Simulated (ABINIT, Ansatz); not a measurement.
## A GW chain in ABINIT: Te (P3_121)

Aim: the G0W0 gap of Te (P3_121) on PBE, step by step.

Program: ABINIT 10.8.3. Level of theory: PBE and many-body steps on it, plane waves. Results are calculated unless marked as measured.

### 1. Set-up

Symmetry: P3_121, No. 152, trigonal system. The conventional cell has a = 4.457 Å, b = 4.457 Å, c = 5.929 Å, α = 90.00°, β = 90.00°, γ = 120.00°. Te has 2 Te at 2.84 Å nearest.

The cell and positions come from the Crystallography Open Database and are kept as given unless a step says otherwise. Spin-orbit coupling is left out unless a step names it.

### 2. Ground state

This step: ABINIT 10.8.3; DFT, PBE, plane waves, norm-conserving pseudopotentials.

The ground-state density comes first.

Input file run.abi:

```
acell 3*1.0 Angstrom
rprim 
  4.457199999972 0.000000000006 0.000000000000
  -2.228599999992 3.860048429721 0.000000000000
  0.000000000000 0.000000000000 5.929000000000
ntypat 1
znucl 52
natom 3
typat 1 1 1
xred 
  0.263300000000 0.000000000000 0.333333333333
  0.000000000000 0.263300000000 0.666666666667
  0.736700000000 0.736700000000 -0.000000000000
pp_dirpath "pseudos"
pseudos "Te.upf"
ecut 39
ngkpt 3 3 4
nshiftk 1
shiftk 0 0 0
kptopt 1
chksymbreak 0
nband 41
occopt 1
tolvrs 1e-08
nstep 60
prtwf 0
optforces 0
optstress 0
indata_prefix "in"
outdata_prefix "out"
tmpdata_prefix "tmp"
```

The run is started by

```bash
> OMP_NUM_THREADS=1 mpirun -n 10 abinit run.abi > log
```

Numbers of over 12 decimals in the logs are rounded to 6 here.

The program printed:

```text
.Version 10.8.3 of ABINIT. v10.8.2 released Aug 2026.

 Symmetries : space group P3_1 2 1 (#152); Bravais hP (primitive hexag.)
================================================================================
 Values of the parameters that define the memory need of the present run
     intxc =       0    ionmov =       0      iscf =       7    lmnmax =       8
     lnmax =       8     mgfft =      64  mpssoang =       4    mqgrid =    3150
     natom =       3  nloc_mem =       1    nspden =       1   nspinor =       1
    nsppol =       1      nsym =       6    n1xccc =    2501    ntypat =       1
    occopt =       1   xclevel =       2
-    mband =          41        mffmem =           1         mkmem =           1
       mpw =        8022          nfft =      147456          nkpt =          10
================================================================================
  Rough estimation (10% accuracy) of disk space for files :
================================================================================

--------------------------------------------------------------------------------
------------- Echo of variables that govern the present computation ------------
--------------------------------------------------------------------------------
 -outvars: echo values of preprocessed input variables --------
            acell      1.8897261259E+00  1.8897261259E+00  1.8897261259E+00 Bohr

      chksymbreak           0
             ecut      3.90000000E+01 Hartree
-          fftalg         312

              ixc     -101130
              kpt      0.00000000E+00  0.00000000E+00  0.00000000E+00
                       3.33333333E-01  0.00000000E+00  0.00000000E+00
                       3.33333333E-01  3.33333333E-01  0.00000000E+00
                       0.00000000E+00  0.00000000E+00  2.50000000E-01
                       3.33333333E-01  0.00000000E+00  2.50000000E-01
                      -3.33333333E-01  0.00000000E+00  2.50000000E-01
                       3.33333333E-01  3.33333333E-01  2.50000000E-01
                       0.00000000E+00  0.00000000E+00  5.00000000E-01
                       3.33333333E-01  0.00000000E+00  5.00000000E-01
                       3.33333333E-01  3.33333333E-01  5.00000000E-01
         kptrlatt        3    0    0      0    3    0      0    0    4
          kptrlen      2.52686619E+01
P           mkmem           1
            natom           3
            nband          41
            ngfft          48      48      64
             nkpt          10
            nstep          60
             nsym           6
           ntypat           1
              occ      2.000000  2.000000  2.000000  2.000000  2.000000  2.000000
                       2.000000  2.000000  2.000000  2.000000  2.000000  2.000000
                       2.000000  2.000000  2.000000  2.000000  2.000000  2.000000
                       2.000000  2.000000  2.000000  2.000000  2.000000  2.000000
                       2.000000  2.000000  2.000000  2.000000  2.000000  2.000000
                       2.000000  2.000000  2.000000  2.000000  2.000000  2.000000
                       0.000000  0.000000  0.000000  0.000000  0.000000
        optforces           0
        optstress           0
            prtwf           0
            rprim      4.4572000000E+00  6.0000000000E-12  0.0000000000E+00
                      -2.2286000000E+00  3.8600484297E+00  0.0000000000E+00
[...]
spgroup         152

           tolvrs      1.00000000E-08

             xred      2.6330000000E-01  9.2518585385E-17  3.3333333333E-01
[...]
znucl       52.00000

================================================================================

 chkinp: Checking input parameters for consistency.

================================================================================
== DATASET  1 ==================================================================
-   mpi_nproc: 10, omp_nthreads: 1 (-1 if OMP is not activated)

--- !DatasetInfo
iteration_state: {dtset: 1, }
dimensions: {natom: 3, nkpt: 10, mband: 41, nsppol: 1, nspinor: 1, nspden: 1, mpw: 8022, }
cutoff_energies: {ecut:  39.0, pawecutdg:  -1.0, }
electrons: {nelect:   7.20000000E+01, charge:   0.00000000E+00, occopt:   1.00000000E+00, tsmear:   1.00000000E-02, }

 Real(R)+Recip(G) space primitive vectors, cartesian coordinates (Bohr,Bohr^-1):
 R(1)=  8.4228873  0.0000000  0.0000000  G(1)=  0.1187241  0.0685454  0.0000000
 R(2)= -4.2114436  7.2944344  0.0000000  G(2)=  0.0000000  0.1370908  0.0000000
 R(3)=  0.0000000  0.0000000 11.2041862  G(3)=  0.0000000  0.0000000  0.0892524
 Unit cell volume ucvol=  6.8838742E+02 bohr^3
 Angles (23,13,12)=  9.00000000E+01  9.00000000E+01  1.20000000E+02 degrees

 getcut: wavevector=  0.0000  0.0000  0.0000  ngfft=  48  48  64
         ecut(hartree)=     39.000   => boxcut(ratio)=   2.02714

--- Pseudopotential description ------------------------------------------------
- Te Generated using ONCVPSP code by D. R. Hamann
- 52.00000  24.00000  220131                  znucl, zion, pspdat
12 -101130 3 -1 1294                          pspcod,pspxc,lmax,lloc,mmax
     nproj     2     2     2     2
  pspatm : epsatm=   28.89495404
         --- l  ekb(1:nproj) -->
[...]
pspatm: atomic psp has been read  and splines computed

   6.24131007E+03                                ecore*ucvol(ha*bohr**3)
--------------------------------------------------------------------------------

_setup2: Arith. and geom. avg. npw (full set) are    8008.972    8008.968

================================================================================

--- !BeginCycle
iteration_state: {dtset: 1, }
solver: {iscf: 7, nstep: 60, nline: 4, wfoptalg: 0, }
tolerances: {tolvrs: 1.00E-08, }

     iter   Etot(hartree)      deltaE(h)  residm     vres2
 ETOT  1  -839.07823236603    -8.391E+02 1.192E+00 2.989E+01
 ETOT  2  -841.45455525990    -2.376E+00 4.324E-03 1.125E+01
 ETOT  3  -841.45609098505    -1.536E-03 2.434E-03 3.149E+00
 ETOT  4  -841.45631362221    -2.226E-04 4.200E-04 5.352E-01
 ETOT  5  -841.45641316345    -9.954E-05 2.704E-04 3.194E-03
 ETOT  6  -841.45641336457    -2.011E-07 2.029E-05 3.670E-04
 ETOT  7  -841.45641340065    -3.608E-08 1.270E-05 1.304E-05
 ETOT  8  -841.45641340291    -2.262E-09 9.086E-07 2.194E-06
 ETOT  9  -841.45641340327    -3.614E-10 6.028E-07 5.421E-08
 ETOT 10  -841.45641340329    -1.819E-11 4.357E-08 9.353E-10

 At SCF step   10       vres2   =  9.35E-10 < tolvrs=  1.00E-08 =>converged.

--- !ResultsGS
iteration_state: {dtset: 1, }
comment   : Summary of ground state results
lattice_vectors:
- [  8.4228873,   0.0000000,   0.0000000, ]
- [ -4.2114436,   7.2944344,   0.0000000, ]
- [  0.0000000,   0.0000000,  11.2041862, ]
lattice_lengths: [   8.42289,    8.42289,   11.20419, ]
lattice_angles: [ 90.000,  90.000, 120.000, ] # degrees, (23, 13, 12)
lattice_volume:   6.8838742E+02
convergence: {deltae: -1.819E-11, res2:  9.353E-10, residm:  4.357E-08, diffor:  0.000E+00, }
etotal    :  -8.41456413E+02
entropy   :   0.00000000E+00
fermie    :   2.49476202E-01
cartesian_stress_tensor: null
pressure_GPa: null
xred      :
- [  2.6330E-01,   9.2519E-17,   3.3333E-01, Te]
- [ -4.8280E-19,   2.6330E-01,   6.6667E-01, Te]
- [  7.3670E-01,   7.3670E-01,   7.4015E-17, Te]
cartesian_forces: null
force_length_stats: {min: null, max: null, mean: null, }

 Integrated electronic density in atomic spheres:
 ------------------------------------------------
 Atom  Sphere_radius  Integrated_density
[...]
2        2.00000         19.90223792
    3        2.00000         19.89994489
================================================================================

 ----iterations are completed or convergence reached----

 Mean square residual over all n,k,spin=   11.731E-11; max=  43.574E-09
 reduced coordinates (array xred) for    3 atoms
       0.263300000000      0.000000000000      0.333333333333
      -0.000000000000      0.263300000000      0.666666666667
       0.736700000000      0.736700000000      0.000000000000
 rms dE/dt=  0.0000E+00; max dE/dt=  0.0000E+00; dE/dt below (all hartree)
    1       0.000000000000      0.000000000000      0.000000000000
    2       0.000000000000      0.000000000000      0.000000000000
    3       0.000000000000      0.000000000000      0.000000000000

 cartesian coordinates (angstrom) at end:
    1      1.173581     1.58e-12     1.976333
    2     -0.586790     1.016351     3.952667
    3      1.641810     2.843698     0.000000
 length scales=  1.889726125908  1.889726125908  1.889726125908 bohr
              =  1.000000000000  1.000000000000  1.000000000000 angstroms
 prteigrs : about to open file out_EIG
 Fermi (or HOMO) energy (hartree) =   0.24948   Average Vxc (hartree)=  -0.35642
 Eigenvalues (hartree) for nkpt=  10  k points:
 kpt#   1, nband= 41, wtk=  0.02778, kpt=  0.0000  0.0000  0.0000 (reduced coord)
  -5.63133   -5.63132   -5.63132   -3.79682   -3.79682   -3.79672   -3.79568   -3.79561
  -3.79561   -3.78982   -3.78982   -3.78982   -1.12452   -1.12452   -1.12255   -1.12243
  -1.12243   -1.11948   -1.11746   -1.11729   -1.11729   -1.11637   -1.11617   -1.11617
  -1.11554   -1.11438   -1.11438   -0.25162   -0.12937   -0.12937    0.13671    0.14717
   0.14717    0.18924    0.18924    0.22247    0.28817    0.28817    0.31134    0.43337
   0.43337
 prteigrs : prtvol=0 or 1, do not print more k-points.

--- !EnergyTerms
iteration_state     : {dtset: 1, }
comment             : Components of total free energy in Hartree
kinetic             :  2.83704648688696E+02
hartree             :  2.99016927331892E+02
xc                  : -1.08433172432270E+02
Ewald energy        : -3.95809479043991E+02
psp_core            :  9.06656608642040E+00
local_psp           : -8.86335342454546E+02
non_local_psp       : -4.26665615794894E+01
total_energy        : -8.41456413403289E+02
total_energy_eV     : -2.28971954742748E+04
band_energy         : -1.34877680290264E+02

== END DATASET(S) ==============================================================
================================================================================

 -outvars: echo values of variables after computation  --------
           etotal     -8.4145641340E+02
            nband          41
             nkpt          10
          spgroup         152
 [... the other variables as echoed above ...]

 Calculation completed.
```

Elapsed: 16 s, on 10 MPI ranks of Arm Neoverse V2, shared host; peak memory 0.94 GiB; 2.6 min of CPU time.

This step gave:

- total energy: -22897.1955 eV
- gap: 0.1818 eV
- k of the valence top: 0.3333, 0.3333, 0.5
- k of the conduction bottom: 0.3333, 0.3333, 0.5
- least direct gap: 0.1818 eV

The gap is direct, at (0.333, 0.333, 0.500).

(Continued in part 2 of 3.)

[Paths, hosts, dates, memory and timing lines, banners, echoed tables and standing remarks are left out of the program output.]

[Logs are printed without paths, hosts, clocks, repeated set-up lines and the standing remarks that a program may print on its own settings, such as how far it seeks lower states.]

[Runs of the session that timed out or met a known fault of the program may be left out.]

[Hosts, paths, dates, database ids (printed as entryN), source tags and the programs' standing remarks are cut or masked in the printed files.]

[G0W0 gaps are taken among the corrected bands and points alone; a level outside them can change the order at an edge.]

[Where Ansatz stands beside ABINIT at settings called matched, ABINIT's density can come from a denser mesh and the files from another edition; pairs whose starting gaps differed by over 0.03 eV were left out, so agreement reads better than it is.]
